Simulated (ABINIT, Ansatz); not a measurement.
**Cl (Cmce): G0W0 with ABINIT, start to end**

Wanted: ground state, empty states, screening and self-energy for Cl (Cmce).

Main program and level: ABINIT 10.8.3; PBE and many-body steps on it, plane waves.

Most raw output is cut from this account.

## Step 1: The starting structure

Symmetry: Cmce, No. 64, orthorhombic system. The conventional cell has a = 6.290 Å, b = 4.500 Å, c = 8.210 Å, α = 90.00°, β = 90.00°, γ = 90.00°. Nearest to Cl lie 1 Cl at 2.02 Å.

The cell and positions come from the Crystallography Open Database and are kept as given unless a step says otherwise.

## Step 2: Ground state

This step: ABINIT 10.8.3; DFT, PBE, plane waves, norm-conserving pseudopotentials.

The ground-state density comes first.

run.abi reads:

```
acell 3*1.0 Angstrom
rprim 
  3.145000000000 -2.250000000000 0.000000000000
  3.145000000000 2.250000000000 0.000000000000
  0.000000000000 0.000000000000 8.210000000000
ntypat 1
znucl 17
natom 4
typat 1 1 1 1
xred 
  0.870000000000 0.130000000000 0.100000000000
  0.630000000000 0.370000000000 0.600000000000
  0.130000000000 0.870000000000 0.900000000000
  0.370000000000 0.630000000000 0.400000000000
pp_dirpath "pseudos"
pseudos "Cl.upf"
ecut 25
ngkpt 6 6 4
nshiftk 1
shiftk 0 0 0
kptopt 1
chksymbreak 0
nband 20
occopt 1
tolvrs 1e-10
nstep 60
prtwf 0
optforces 0
optstress 0
indata_prefix "in"
outdata_prefix "out"
tmpdata_prefix "tmp"
```

Launch:

```
$ OMP_NUM_THREADS=1 mpirun -n 4 abinit run.abi > log
```

Run time: 80 s. Hardware: 4 MPI ranks of Intel Xeon Platinum 8259CL at 2.50GHz (Skylake/Cascade Lake), shared host; peak memory 0.41 GiB.

Numbers from this step:

| Property | Result |
| --- | --- |
| total energy | -1784.7847 eV |
| gap | 2.469 eV |
| k of the valence top | 0.5, 0.5, 0 |
| k of the conduction bottom | 0, 0, 0 |
| least direct gap | 2.525 eV |

The gap is indirect, with the least direct gap 0.06 eV higher.

## Step 3: Bands along the symmetry lines

Levels along a band path, at the cheap level, show where the edges lie and whether the meshes to come will hold them.

run.abi reads:

```
acell 3*1.0 Angstrom
rprim 
  3.145000000000 -2.250000000000 0.000000000000
  3.145000000000 2.250000000000 0.000000000000
  0.000000000000 0.000000000000 8.210000000000
ntypat 1
znucl 17
natom 4
typat 1 1 1 1
xred 
  0.870000000000 0.130000000000 0.100000000000
  0.630000000000 0.370000000000 0.600000000000
  0.130000000000 0.870000000000 0.900000000000
  0.370000000000 0.630000000000 0.400000000000
pp_dirpath "pseudos"
pseudos "Cl.upf"
ecut 25
iscf -2
irdden 1
kptopt 0
nkpt 92
kpt 
  0.00000000 0.00000000 0.00000000
  0.06250000 0.06250000 0.00000000
  0.12500000 0.12500000 0.00000000
  0.18750000 0.18750000 0.00000000
  0.25000000 0.25000000 0.00000000
  0.31250000 0.31250000 0.00000000
  0.37500000 0.37500000 0.00000000
  0.43750000 0.43750000 0.00000000
  0.50000000 0.50000000 0.00000000
  0.48474461 0.51525539 0.00000000
  0.46948923 0.53051077 0.00000000
  0.45423384 0.54576616 0.00000000
  0.43897845 0.56102155 0.00000000
  0.42372307 0.57627693 0.00000000
  0.40846768 0.59153232 0.00000000
  0.39321230 0.60678770 0.00000000
  0.37795691 0.62204309 0.00000000
  -0.37795691 0.37795691 0.00000000
  -0.33071230 0.33071230 0.00000000
  -0.28346768 0.28346768 0.00000000
  -0.23622307 0.23622307 0.00000000
  -0.18897845 0.18897845 0.00000000
  -0.14173384 0.14173384 0.00000000
  -0.09448923 0.09448923 0.00000000
  -0.04724461 0.04724461 0.00000000
  0.00000000 0.00000000 0.00000000
  0.00000000 0.00000000 0.06250000
  0.00000000 0.00000000 0.12500000
  0.00000000 0.00000000 0.18750000
  0.00000000 0.00000000 0.25000000
  0.00000000 0.00000000 0.31250000
  0.00000000 0.00000000 0.37500000
  0.00000000 0.00000000 0.43750000
  0.00000000 0.00000000 0.50000000
  -0.04724461 0.04724461 0.50000000
  -0.09448923 0.09448923 0.50000000
  -0.14173384 0.14173384 0.50000000
  -0.18897845 0.18897845 0.50000000
  -0.23622307 0.23622307 0.50000000
  -0.28346768 0.28346768 0.50000000
  -0.33071230 0.33071230 0.50000000
  -0.37795691 0.37795691 0.50000000
  0.37795691 0.62204309 0.50000000
  0.39321230 0.60678770 0.50000000
  0.40846768 0.59153232 0.50000000
  0.42372307 0.57627693 0.50000000
  0.43897845 0.56102155 0.50000000
  0.45423384 0.54576616 0.50000000
  0.46948923 0.53051077 0.50000000
  0.48474461 0.51525539 0.50000000
  0.50000000 0.50000000 0.50000000
  0.50000000 0.50000000 0.43750000
  0.50000000 0.50000000 0.37500000
  0.50000000 0.50000000 0.31250000
  0.50000000 0.50000000 0.25000000
  0.50000000 0.50000000 0.18750000
  0.50000000 0.50000000 0.12500000
  0.50000000 0.50000000 0.06250000
  0.50000000 0.50000000 0.00000000
  0.00000000 0.00000000 0.00000000
  0.00000000 0.06250000 0.00000000
  0.00000000 0.12500000 0.00000000
  0.00000000 0.18750000 0.00000000
  0.00000000 0.25000000 0.00000000
  0.00000000 0.31250000 0.00000000
  0.00000000 0.37500000 0.00000000
  0.00000000 0.43750000 0.00000000
  0.00000000 0.50000000 0.00000000
  0.00000000 0.50000000 0.06250000
  0.00000000 0.50000000 0.12500000
  0.00000000 0.50000000 0.18750000
  0.00000000 0.50000000 0.25000000
  0.00000000 0.50000000 0.31250000
  0.00000000 0.50000000 0.37500000
  0.00000000 0.50000000 0.43750000
  0.00000000 0.50000000 0.50000000
  0.00000000 0.43750000 0.50000000
  0.00000000 0.37500000 0.50000000
  0.00000000 0.31250000 0.50000000
  0.00000000 0.25000000 0.50000000
  0.00000000 0.18750000 0.50000000
  0.00000000 0.12500000 0.50000000
  0.00000000 0.06250000 0.50000000
  0.00000000 0.00000000 0.50000000
  0.06250000 0.06250000 0.50000000
  0.12500000 0.12500000 0.50000000
  0.18750000 0.18750000 0.50000000
  0.25000000 0.25000000 0.50000000
  0.31250000 0.31250000 0.50000000
  0.37500000 0.37500000 0.50000000
  0.43750000 0.43750000 0.50000000
  0.50000000 0.50000000 0.50000000
istwfk *1
nband 21
nbdbuf 2
tolwfr 1e-08
nstep 40
prtwf 0
prtvol 0
indata_prefix "in"
outdata_prefix "out"
tmpdata_prefix "tmp"
```

The job ended after 87 s (4 MPI ranks; peak memory 0.42 GiB; 5.8 min of CPU time).

This step gave:

```yaml
gap: 2.457 eV
k_of_the_valence_top: 0.5, 0.5, 0
k_of_the_conduction_bottom: -0.0945, 0.0945, 0
least_direct_gap: 2.515 eV
```

The gap is 2.457 eV, −0.012 eV from the run before at this level.

Electronic bands along the path, in eV, zero at the top of the highest filled band:

```csv
point,band 11,band 12,band 13,band 14,band 15,band 16,band 17,band 18
Γ,-0.70,-0.40,-0.15,-0.06,2.47,3.03,6.92,7.52
halfway,-0.71,-0.45,-0.37,-0.07,2.55,2.88,8.41,8.55
Y,-0.96,-0.89,-0.36,0.00,2.55,2.74,8.58,8.67
halfway,-0.93,-0.81,-0.31,0.00,2.55,2.75,8.37,8.91
F0,-0.84,-0.66,-0.21,-0.01,2.60,2.78,8.52,9.16
jump to Δ0,-0.84,-0.66,-0.21,-0.01,2.60,2.78,8.52,9.16
halfway,-0.40,-0.30,-0.24,-0.05,2.64,2.98,8.22,8.70
Γ,-0.70,-0.40,-0.15,-0.06,2.47,3.03,6.92,7.52
halfway,-0.70,-0.49,-0.13,-0.07,2.51,2.91,7.11,7.57
Z,-0.64,-0.64,-0.10,-0.10,2.67,2.67,7.46,7.46
halfway,-0.22,-0.22,-0.14,-0.14,2.77,2.77,8.31,8.31
B0,-0.41,-0.41,-0.40,-0.40,2.68,2.68,9.21,9.21
jump to G0,-0.41,-0.41,-0.40,-0.40,2.68,2.68,9.21,9.21
halfway,-0.61,-0.61,-0.44,-0.44,2.61,2.61,8.99,8.99
T,-0.70,-0.70,-0.46,-0.46,2.58,2.58,8.93,8.93
halfway,-0.85,-0.80,-0.47,-0.13,2.54,2.68,8.67,8.79
Y,-0.96,-0.89,-0.36,0.00,2.55,2.74,8.58,8.67
jump to Γ,-0.70,-0.40,-0.15,-0.06,2.47,3.03,6.92,7.52
halfway,-0.42,-0.30,-0.25,-0.15,2.54,2.97,7.90,8.17
S,-0.51,-0.51,-0.15,-0.15,2.85,2.85,8.30,8.30
halfway,-0.46,-0.46,-0.09,-0.09,2.80,2.80,8.40,8.40
R,-0.43,-0.43,0.00,0.00,2.75,2.75,8.52,8.52
halfway,-0.39,-0.39,-0.16,-0.16,2.75,2.75,8.05,8.05
Z,-0.64,-0.64,-0.10,-0.10,2.67,2.67,7.46,7.46
halfway,-0.71,-0.71,-0.18,-0.18,2.66,2.66,8.76,8.76
T,-0.70,-0.70,-0.46,-0.46,2.58,2.58,8.93,8.93
```

## Step 4: Empty states on the mesh, 4×4×1 mesh, 76 bands

The sums over transitions need many empty states on a uniform mesh; this step solves for them.

run.abi reads:

```
acell 3*1.0 Angstrom
rprim 
  3.145000000000 -2.250000000000 0.000000000000
  3.145000000000 2.250000000000 0.000000000000
  0.000000000000 0.000000000000 8.210000000000
ntypat 1
znucl 17
natom 4
typat 1 1 1 1
xred 
  0.870000000000 0.130000000000 0.100000000000
  0.630000000000 0.370000000000 0.600000000000
  0.130000000000 0.870000000000 0.900000000000
  0.370000000000 0.630000000000 0.400000000000
pp_dirpath "pseudos"
pseudos "Cl.upf"
ecut 25
ngkpt 4 4 1
nshiftk 1
shiftk 0 0 0
kptopt 1
chksymbreak 0
iscf -2
irdden 1
istwfk *1
nband 76
nbdbuf 6
tolwfr 1e-09
nstep 60
prtvol 0
indata_prefix "in"
outdata_prefix "out"
tmpdata_prefix "tmp"
```

It took 50 s on 4 MPI ranks; peak memory 0.34 GiB.

Numbers from this step:

| Quantity | Value |
| --- | --- |
| gap | 2.469 eV |
| k of the valence top | 0.5, 0.5, 0 |
| k of the conduction bottom | 0, 0, 0 |
| least direct gap | 2.525 eV |
| k points computed | 7 |
| lowest point of the top converged band, above the valence top | 32.60 eV |

On this mesh the gap is 2.469 eV.

## Step 5: Screening, 4×4×1 mesh, 70 bands, screening to 98 eV

The RPA dielectric matrix is built and inverted for each q.

This step: RPA screening on PBE, plane waves, norm-conserving pseudopotentials.

run.abi: that of step 4 with these lines changed.

```diff
@@ -22,10 +22,11 @@
 chksymbreak 0
-iscf -2
-irdden 1
 istwfk *1
-nband 76
-nbdbuf 6
-tolwfr 1e-09
-nstep 60
-prtvol 0
+occopt 1
+irdwfk 1
+optdriver 3
+nband 70
+ecuteps 3.6
+inclvkb 2
+awtr 1
+symchi 1
 indata_prefix "in"
```

Elapsed: 38 s, on 4 MPI ranks; peak memory 0.78 GiB.

This step gave:

```yaml
eps_infinity_with_local_fields_on_this_mesh_along_the_program_s_q_direction: 2.678
the_same_without_local_fields: 3.305
plasma_frequency: 18.23 eV
plane_waves_in_the_screening_matrix: 251
```

Local fields lower ε∞ by 19 %. On a Γ-centred mesh this coarse the value itself is usually too large, while a short band sum pulls it down.

## Step 6: Self-energy, 4×4×1 mesh, 70 bands, screening to 98 eV

The self-energy is evaluated for the states that the input lists, and the levels follow from it, in one-shot runs by the linearised quasiparticle equation.

This step: G0W0 on PBE, plane waves, norm-conserving pseudopotentials.

run.abi: that of step 5 with these lines changed.

```diff
@@ -25,8 +25,17 @@
 irdwfk 1
-optdriver 3
+optdriver 4
 nband 70
+gwcalctyp 0
+ecutsigx 25
+symsigma 1
+nkptgw 2
+kptgw 
+  0.5000000000 0.5000000000 0.0000000000
+  0.0000000000 0.0000000000 0.0000000000
+bdgw 
+  13 16
+  13 16
 ecuteps 3.6
-inclvkb 2
-awtr 1
-symchi 1
+irdscr 1
+ppmodel 1
 indata_prefix "in"
```

It took 11 s on 4 MPI ranks; peak memory 0.68 GiB.

This step gave:

| Property | Result |
| --- | --- |
| G0W0 gap on the points computed | 5.715 eV |
| starting gap on the mesh | 2.469 eV |
| k of the valence top | 0.5, 0.5, 0 |
| k of the conduction bottom | 0, 0, 0 |
| Z at the valence top | 0.797 |
| Z at the conduction bottom | 0.8 |
| least direct G0W0 gap on the computed points | 5.757 eV |

The gap on the mesh goes from 2.47 eV to 5.71 eV, a correction of +3.25 eV.

Limits: finite bands, cutoff and mesh; coarse k mesh. v1 is the top filled band, c1 the lowest empty one. Levels before and after the correction, in eV, zero at the valence-band top of each column:

|  | conduction bottom | valence top |
| --- | --- | --- |
| Kohn-Sham | 2.47 | 0.00 |
| G0W0 | 5.71 | 0.00 |

```csv
,level,energy (eV)
Kohn-Sham,(0.5 0.5 0) v2,-0.362
Kohn-Sham,(0.5 0.5 0) v1,0.000
Kohn-Sham,(0.5 0.5 0) c1,2.546
Kohn-Sham,(0.5 0.5 0) c2,2.736
Kohn-Sham,Γ v2,-0.146
Kohn-Sham,Γ v1,-0.056
Kohn-Sham,Γ c1,2.469
Kohn-Sham,Γ c2,3.031
G0W0,(0.5 0.5 0) v2,-0.319
G0W0,(0.5 0.5 0) v1,0.000
G0W0,(0.5 0.5 0) c1,5.856
G0W0,(0.5 0.5 0) c2,6.089
G0W0,Γ v2,-0.177
G0W0,Γ v1,-0.042
G0W0,Γ c1,5.715
G0W0,Γ c2,6.458
```

## Step 7: Where the time went

Times are wall times on 4 MPI ranks of Intel Xeon Platinum 8259CL at 2.50GHz (Skylake/Cascade Lake), shared host, good to a factor of about two.

```
                          step  time  share  memory (GiB)
                  ground state  80 s   30 %          0.41
bands along the symmetry lines  87 s   33 %          0.42
      empty states on the mesh  50 s   19 %          0.34
                     screening  38 s   14 %          0.78
                   self-energy  11 s    4 %          0.68
```

## Step 8: Summary of results

| Quantity | Value |
| --- | --- |
| PBE gap | 2.46 eV, indirect |
| G0W0 gap on the mesh | 5.71 eV |
| GW settings | 4×4×1 mesh, 70 bands, screening to 98 eV, Godby-Needs plasmon pole |
| known limits | not at the basis limit; coarse k mesh |

In words: G0W0 moves the gap on the mesh from 2.47 eV to 5.71 eV (+3.25 eV), with Z of 0.80 and 0.80 at the edges. Local fields lower the RPA ε∞ on this mesh from 3.31 to 2.68; a Γ-centred mesh this coarse tends to raise both, most where the direct gap is narrow, while a short band sum lowers them. Only 2 of the mesh's irreducible points were corrected, so a valley elsewhere could overtake. Bands and cutoff are finite, so the gap is not at the basis limit. The miss can reach some tenths of an eV and take either sign; the mesh is an error of its own. In the G0W0 run levels were corrected at 2 k points alone, so a gap called «on the mesh» is the least over those, and an edge elsewhere would be missed. The 4×4×1 mesh is coarse for this cell, which bears on the long-range parts of exchange and screening.

[Paths, hosts, dates, memory and timing lines, banners, echoed tables and standing remarks are left out of the program output.]

[Logs are printed without paths, hosts, clocks, repeated set-up lines and the standing remarks that a program may print on its own settings, such as how far it seeks lower states.]

[Runs of the session that timed out or met a known fault of the program may be left out.]

[Hosts, paths, dates, database ids (printed as entryN), source tags and the programs' standing remarks are cut or masked in the printed files.]

[G0W0 gaps are taken among the corrected bands and points alone; a level outside them can change the order at an edge.]

[Where Ansatz stands beside ABINIT at settings called matched, ABINIT's density can come from a denser mesh and the files from another edition; pairs whose starting gaps differed by over 0.03 eV were left out, so agreement reads better than it is.]
